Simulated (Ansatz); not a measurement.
**Starting-point dependence of the GW gap of ZnWO4 (P2/c)**

How much of the starting functional survives in the G0W0 gap of ZnWO4 (P2/c)?

Main program and level: Ansatz 0.2.0; G0W0 on several functionals, plane waves, PAW.

### 1. The starting structure

Symmetry: P2/c, No. 13, monoclinic system. The conventional cell has a = 4.699 Å, b = 5.729 Å, c = 4.937 Å, α = 90.00°, β = 90.61°, γ = 90.00°. Nearest to Zn lie 6 O at 2.03 to 2.23 Å. Nearest to W lie 6 O at 1.80 to 2.14 Å. O has 2 W at 1.92 to 2.14 Å and 1 Zn at 2.03 Å nearest. O has 1 W at 1.80 Å and 2 Zn at 2.09 to 2.23 Å nearest. Farther neighbours and most contacts between anions are not listed.

Coordinates:

```cif
data_structure
_symmetry_space_group_name_H-M 'P 1'
_symmetry_Int_Tables_number 1
_cell_length_a 4.6986
_cell_length_b 5.7293
_cell_length_c 4.9367
_cell_angle_alpha 90.000
_cell_angle_beta 90.615
_cell_angle_gamma 90.000
_cell_volume 132.89
loop_
_atom_site_label
_atom_site_type_symbol
_atom_site_fract_x
_atom_site_fract_y
_atom_site_fract_z
_atom_site_occupancy
Zn1 Zn 0.50000 0.68400 0.25000 1
Zn2 Zn 0.50000 0.31600 0.75000 1
W3 W 0.00000 0.18258 0.25000 1
W4 W 0.00000 0.81742 0.75000 1
O5 O 0.21690 0.10510 0.93630 1
O6 O 0.78310 0.10510 0.56370 1
O7 O 0.78310 0.89490 0.06370 1
O8 O 0.21690 0.89490 0.43630 1
O9 O 0.25650 0.37770 0.39960 1
O10 O 0.74350 0.37770 0.10040 1
O11 O 0.74350 0.62230 0.60040 1
O12 O 0.25650 0.62230 0.89960 1
```

The cell and positions come from the Crystallography Open Database and are kept as given unless a step says otherwise. Spin-orbit coupling is left out unless a step names it. The default PAW set here is soft_2. Its files were made with PBE.

### 2. G0W0 on LDA

Now the one-shot GW correction: screening in the RPA, then the self-energy of the levels asked for.

This step: G0W0 on LDA, plane waves, PAW.

input.yaml reads:

```yaml
crystal:
  lattice:
    - [4.6986, 0.0, 0.0]
    - [0.0, 5.7293, 0.0]
    - [-0.052988409, 0.0, 4.9364156144]
  atoms:
    - { symbol: Zn, position: [0.5, 0.684, 0.25] }
    - { symbol: Zn, position: [0.5, 0.316, 0.75] }
    - { symbol: W, position: [0.0, 0.18258, 0.25] }
    - { symbol: W, position: [0.0, 0.81742, 0.75] }
    - { symbol: O, position: [0.2169, 0.1051, 0.9363] }
    - { symbol: O, position: [0.7831, 0.1051, 0.5637] }
    - { symbol: O, position: [0.7831, 0.8949, 0.0637] }
    - { symbol: O, position: [0.2169, 0.8949, 0.4363] }
    - { symbol: O, position: [0.2565, 0.3777, 0.3996] }
    - { symbol: O, position: [0.7435, 0.3777, 0.1004] }
    - { symbol: O, position: [0.7435, 0.6223, 0.6004] }
    - { symbol: O, position: [0.2565, 0.6223, 0.8996] }
kpoints:
  mp_grid: { grid: [4, 2, 4] }
hamiltonian:
  xc: lda
scf:
  occupations: { method: fixed }
gw:
  n_empty_bands: 283
  ecut_chi: 96
  qp_bands: [v4, c4]
  qp_kpoints: band_edges
  screening: { model: contour_deformation }
```

The run is started by

```
$ ansatz run input.yaml --threads 3 --pin off --max-ram 92160MiB --backend cuda --events-out ev --progress --plain --runs-dir out --devices 1 --max-vram 13GiB
```

Numbers of over 12 decimals in the logs are rounded to 6 here.

Output:

```text
GPUs: using 1 of 1 available (devices: 1).
Engine: ansatz 0.2.0, x86_64-unknown-linux-gnu
Pseudopotentials: kind: paw
Pseudopotential: Zn, paw, valence charge 12, recommended cutoff 420 eV (normal), Zn.paw.azcp
Pseudopotential: W, paw, valence charge 14, recommended cutoff 420 eV (normal), W.paw.azcp
Pseudopotential: O, paw, valence charge 6, recommended cutoff 420 eV (normal), O.paw.azcp
Functional definition: SPW92
  exchange = slater_x
  correlation = pw_c
device memory: the entry about to start is reckoned to put 2.2 GiB on a device that reports 57.4 GiB free (of which the cap on the GPU budget leaves the run 13.0 GiB)
GPU FFT provider: cuFFT
GPU libraries: cuBLAS 13.8.2, cuFFT 12.4.0, cuSOLVER 12.3.4
Crystal: 12 atoms, lattice volume = 132.887 Å³
Basis set: ecut = 420 eV, 2605 PW (Γ)
Bands: 62, of which v1, the nominal top of the filled ones, is band 50 counted from 1 (49 counted from 0)
Symmetry: 4 space group operations
Space group: P2/c (ITA 13), of the structure as read, at distance tolerance 5.1e-5 Å
k-points: 20 of 32
Non-local potential: Zn, projectors of the file, l = 0: 2, l = 1: 2, l = 2: 3, l = 3: 1
Non-local potential: W, projectors of the file, l = 0: 3, l = 1: 2, l = 2: 2, l = 3: 1
Non-local potential: O, projectors of the file, l = 0: 2, l = 1: 2, l = 2: 1
PAW form: soft (Blöchl's): semilocal exchange-correlation on the pseudo side does not see the compensation charge
PAW frozen core: Zn, regenerated for the run's functional, and the local potential with it (the file was generated under x = pbe(κ = 0.804, μ = 0.219515), c = pbe(β = 0.066725))
PAW frozen core: W, regenerated for the run's functional, and the local potential with it (the file was generated under x = pbe(κ = 0.804, μ = 0.219515), c = pbe(β = 0.066725))
PAW frozen core: O, regenerated for the run's functional, and the local potential with it (the file was generated under x = pbe(κ = 0.804, μ = 0.219515), c = pbe(β = 0.066725))
PAW one-centre angular grid: Zn, 590 points (default); XC on 64 Gauss nodes
PAW one-centre angular grid: W, 590 points (default); XC on 64 Gauss nodes
PAW one-centre angular grid: O, 110 points (default); XC on 64 Gauss nodes
Initial density: superposition of atomic densities (neutral atoms: chi_scale 0, normalization atom), corrected by the library's trained network
Initial wavefunctions: pseudopotential atomic-orbital guess
GPU buffer pool allocated for 46080 grid points (all kernels)
GPU transforms: local potential and band sums: pruned to the plane-wave sphere, on 32×40×36
Functional: x = slater, c = lda
SCF iter   1: F=—  HF=-31197.951678 eV  |F-HF|=—  |Δ(HF+E_count)|=         —  Δρ=2.18e-2  dr2=5.83e-1  ethr=1.77e-3  ⟨swp⟩=5.0  Hψ=4366  notcnv=0  defer=191
preconditioner: auto → Resta (q_TF=auto, 2.602 Å⁻¹)  ε∞=7.5  [insulator: Δε(μ)=2.608 eV  Ē_g=11.545 eV  n_scr=38 (ndim 8)  ℏωp=29.5 eV  f_vac=0.028  ε∞_Penn≈7.5]
SCF iter   2: F=—  HF=-31197.836541 eV  |F-HF|=—  |Δ(HF+E_count)|=   1.15e-1  Δρ=6.97e-3  dr2=6.62e-2  ethr=5.83e-4  ⟨swp⟩=2.6  Hψ=2207  notcnv=0  defer=187
SCF iter   3: F=—  HF=-31197.825088 eV  |F-HF|=—  |Δ(HF+E_count)|=   1.15e-2  Δρ=2.86e-3  dr2=8.33e-3  ethr=6.62e-5  ⟨swp⟩=2.0  Hψ=1838  notcnv=0  defer=199
SCF iter   4: F=—  HF=-31197.823310 eV  |F-HF|=—  |Δ(HF+E_count)|=   1.78e-3  Δρ=1.44e-3  dr2=2.67e-3  ethr=8.33e-6  ⟨swp⟩=2.0  Hψ=1881  notcnv=0  defer=200
SCF iter   5: F=—  HF=-31197.822777 eV  |F-HF|=—  |Δ(HF+E_count)|=   5.32e-4  Δρ=2.93e-4  dr2=7.85e-5  ethr=2.67e-6  ⟨swp⟩=2.0  Hψ=1841  notcnv=0  defer=200
SCF iter   6: F=—  HF=-31197.822787 eV  |F-HF|=—  |Δ(HF+E_count)|=   9.41e-6  Δρ=1.00e-4  dr2=1.26e-5  ethr=7.85e-8  ⟨swp⟩=2.0  Hψ=1939  notcnv=0  defer=120
SCF iter   7: F=—  HF=-31197.822786 eV  |F-HF|=—  |Δ(HF+E_count)|=   6.50e-7  Δρ=4.43e-5  dr2=2.26e-6  ethr=1.26e-8  ⟨swp⟩=2.0  Hψ=1785  notcnv=0  defer=120
SCF iter   8: F=—  HF=-31197.822786 eV  |F-HF|=—  |Δ(HF+E_count)|=   6.87e-7  Δρ=1.49e-5  dr2=2.86e-7  ethr=2.26e-9  ⟨swp⟩=2.0  Hψ=1857  notcnv=0  defer=120
SCF iter   9: F=-31197.822786 eV  HF=-31197.822786 eV  |F-HF|=6.69e-10  |Δ(HF+E_count)|=   1.68e-8  Δρ=3.98e-6  dr2=2.82e-8  ethr=1.00e-10  ⟨swp⟩=9.4  Hψ=4056  notcnv=0
SCF 1 converged in 9 iterations: F = -31197.822786 eV  dr2 = 2.82e-8
  greatest PAW one-centre occupation: 1.000 electrons in one spin orbital (limit 2), on the W atom at site 3 (counted from 0), in its partial waves of l = 0
device memory: the entry about to start is reckoned to put 2.2 GiB (of the 2.5 GiB reckoned in all, the device holds 0.2 GiB already) on a device that reports 57.1 GiB free (of which the cap on the GPU budget leaves the run 12.8 GiB)
NSCF: frozen V_eff on 20 k-points, pencils in batches of 32, up to order 248
the band table was solved once the SCF had ended and its energy, with any forces and stress, was formed, with the checks that follow a solve (4732 applications of the Hamiltonian). They found nothing against the state; the energy, forces and stress were not computed again (output.eigenvalues in the input reference)
device memory: the entry about to start is reckoned to put 4.5 GiB on a device that reports 57.4 GiB free (of which the cap on the GPU budget leaves the run 13.0 GiB)
NSCF: frozen V_eff on 20 k-points
G₀W₀ screening: q 1/20
[... further progress lines ...]
device memory: the entry about to start is reckoned to put 0.7 GiB on a device that reports 65.6 GiB free (of which the cap on the GPU budget leaves the run 13.0 GiB)
NSCF: frozen V_eff on 1 k-points
device memory: the entry about to start is reckoned to put 0.7 GiB on a device that reports 65.5 GiB free (of which the cap on the GPU budget leaves the run 13.0 GiB)
NSCF: frozen V_eff on 1 k-points
SCF converged after 9 iterations
Free energy (F): -31197.822786 eV
Harris-Foulkes:  -31197.822786 eV  (|F-HF|=6.69e-10)
Internal energy: -31197.822786 eV  (E = F + TS)
E sigma→0 (E₀):  -31197.822786 eV
Fermi energy:    8.205769 eV
--- Per-component energies (eV) ---
  E_band       = -417.630284
  E_kinetic    = 2543.608079
  E_local      = -7885.306016  (includes V_loc(G=0)·N_el)
  E_nonlocal   = 1653.994063
  E_hartree    = 2978.200593
  E_xc         = -1370.913982
  E_vxc        = -1317.791689  (∫ρ·V_xc dr)
  E_paw        = -21318.805889  (= ΣΔE_a)
  E_vpaw       = -1368.561235  (= ΣTr[D̂ρ^β])
  E_aug_tail   = 0.019116  (compensation charges beyond the density's cutoff)
  E_ewald      = -7803.074710
  E_core_change = 4.455960  (= ΣΔE_core)
  E_smearing   = -0.000000  (= −TS)
  E_closure    = -0.000000  (closes the sum)
  Σ components = -31197.822786   (vs F -31197.822786, Δ=0.00e0)
--- Band table (eV; the first three rows and the last of 20) ---
  k-point 0: bands = [... 46 lower, 7.5132, 7.8581, 7.9306, 7.9533, 11.5254, 11.9795, 12.0122, 12.0207, ... 8 higher]
  k-point 1: bands = [... 46 lower, 7.5656, 7.7546, 7.9647, 8.1827, 11.6330, 11.7213, 11.8705, 11.9678, ... 8 higher]
  k-point 2: bands = [... 46 lower, 7.6864, 7.6864, 8.0977, 8.0977, 11.5652, 11.5652, 12.0096, 12.0096, ... 8 higher]
  k-point 19: bands = [... 46 lower, 7.3373, 7.3373, 7.8677, 7.8677, 11.8354, 11.8354, 12.0857, 12.0857, ... 8 higher]
--- G₀W₀: contour deformation, 6 samples at zero and on the imaginary axis and 1 off it, 32 q-points, 283 empty bands' worth ---
  eigenvalues of the whole cell's RPA ε∞ on this k-mesh (on a slab, of 1 + 4πα/V) = 5.0814, 5.1838, 5.7595; static W/v taken at q = 0 is 0.190509
  bands read: the sum over 333 bands ends inside a degenerate multiplet in 4 slots, whose members it reads at an even weight; the widest, k=2: bands 333 to 334 (counted from 1) at 1/2 each
  gw.qp_kpoints: band_edges: 20 of 20 stored k-points solved, in 1 pass; an edge of the gap read off the rows below is read off those points alone
    ik  band        ε_KS         Σx   Σc(E_QP)       V_xc       Z   E_QP_lin       E_QP  E_QP is
     0    47      7.5132   -27.9638     5.0218   -22.5730  0.7335     7.1417     7.1442  root
     0    48      7.8581   -29.6115     4.9609   -24.2630  0.7433     7.4681     7.4705  root
     0    49      7.9306   -26.3304     4.8455   -21.2681  0.7337     7.7130     7.7138  root
     0    50      7.9533   -27.6096     4.7801   -22.5684  0.7414     7.6912     7.6923  root
     0    51     11.5254   -15.7356    -3.9708   -21.0212  0.7779    12.8643    12.8403  root
     0    52     11.9795   -16.3338    -4.3707   -22.0529  0.7710    13.3583    13.3278  root
     0    53     12.0122   -17.7577    -4.1167   -23.1896  0.7642    13.3577    13.3275  root
     0    54     12.0207   -16.5655    -4.3471   -22.2935  0.7647    13.4355    13.4016  root
     1    47      7.5656   -26.0675     4.6529   -21.1772  0.7338     7.3272     7.3282  root
     1    48      7.7546   -27.2302     4.7660   -22.2012  0.7365     7.4905     7.4916  root
     1    49      7.9647   -28.4342     4.8794   -23.2237  0.7391     7.6318     7.6335  root
     1    50      8.1827   -30.0562     4.9063   -24.7764  0.7473     7.8072     7.8092  root
     1    51     11.6330   -15.6006    -4.2548   -21.1654  0.7782    12.9682    12.9430  root
     1    52     11.7213   -15.6042    -4.1620   -21.0783  0.7762    13.0594    13.0335  root
     1    53     11.8705   -16.3317    -4.2797   -21.9678  0.7740    13.2556    13.2269  root
     1    54     11.9678   -17.2645    -4.1198   -22.7110  0.7660    13.3244    13.2945  root
     2    47      7.6864   -26.9487     4.7076   -22.0161  0.7394     7.4606     7.4614  root
     2    48      7.6864   -26.9487     4.7076   -22.0161  0.7394     7.4606     7.4614  root
     2    49      8.0977   -30.8978     4.9809   -25.4664  0.7464     7.6442     7.6472  root
     2    50      8.0977   -30.8978     4.9809   -25.4664  0.7464     7.6442     7.6472  root
     2    51     11.5652   -15.5577    -4.1404   -20.9807  0.7830    12.8704    12.8477  root
     2    52     11.5652   -15.5577    -4.1404   -20.9807  0.7830    12.8704    12.8477  root
     2    53     12.0096   -16.5197    -4.2662   -22.1326  0.7659    13.3879    13.3563  root
     2    54     12.0096   -16.5197    -4.2662   -22.1326  0.7659    13.3879    13.3563  root
[...]
19    47      7.3373   -28.3251     5.0490   -22.8681  0.7371     6.9261     6.9292  root
    19    48      7.3373   -28.3251     5.0490   -22.8681  0.7371     6.9261     6.9292  root
    19    49      7.8677   -27.7005     4.9248   -22.4698  0.7357     7.5601     7.5617  root
    19    50      7.8677   -27.7005     4.9248   -22.4698  0.7357     7.5601     7.5617  root
    19    51     11.8354   -15.7907    -4.5356   -21.6521  0.7738    13.1904    13.1612  root
    19    52     11.8354   -15.7907    -4.5356   -21.6521  0.7738    13.1904    13.1612  root
    19    53     12.0857   -16.7246    -4.1976   -22.2176  0.7697    13.4095    13.3810  root
    19    54     12.0857   -16.7246    -4.1976   -22.2176  0.7697    13.4095    13.3810  root
```

Wall time 22 s (1 × NVIDIA H100 80GB HBM3 (shared by 6 runs) with 3 threads of AMD EPYC 7R13 (Zen 3), shared host); peak memory 1.7 GiB.

Reading the cycles: dr2 is the Hartree energy of the density residual (eV), the measure of convergence; HF is the Harris–Foulkes estimate of the energy, which meets the free energy F at convergence.

This step gave:

| Quantity | Value |
| --- | --- |
| bands summed | 333 |
| RPA ε∞ on this mesh (eigenvalues) | 5.081, 5.184, 5.760 |
| plane waves in the screening matrix | 277 |
| q-points in the mesh | 32 |
| G0W0 gap on the mesh | 4.406 eV |
| k of the valence top | 0.25, 0, -0.25 |
| k of the conduction bottom | 0, -0.5, 0 |
| starting gap on the mesh | 2.852 eV |
| Z at the valence top | 0.7402 |
| Z at the conduction bottom | 0.7853 |
| least direct G0W0 gap on the computed points | 4.458 eV |

The gap on the mesh goes from 2.85 eV to 4.41 eV, a correction of +1.55 eV, though a band edge has moved to another state.

(Continued in part 2 of 2.)

[Paths, hosts, dates, memory and timing lines, banners, echoed tables and standing remarks are left out of the program output.]

[Logs are printed without paths, hosts, clocks, repeated set-up lines and the standing remarks that a program may print on its own settings, such as how far it seeks lower states.]

[Runs of the session that timed out or met a known fault of the program may be left out.]

[Cells called generated may have been cut or substituted from an entry of the Crystallography Open Database or the Materials Project.]

[Hosts, paths, dates, database ids (printed as entryN), source tags and the programs' standing remarks are cut or masked in the printed files.]
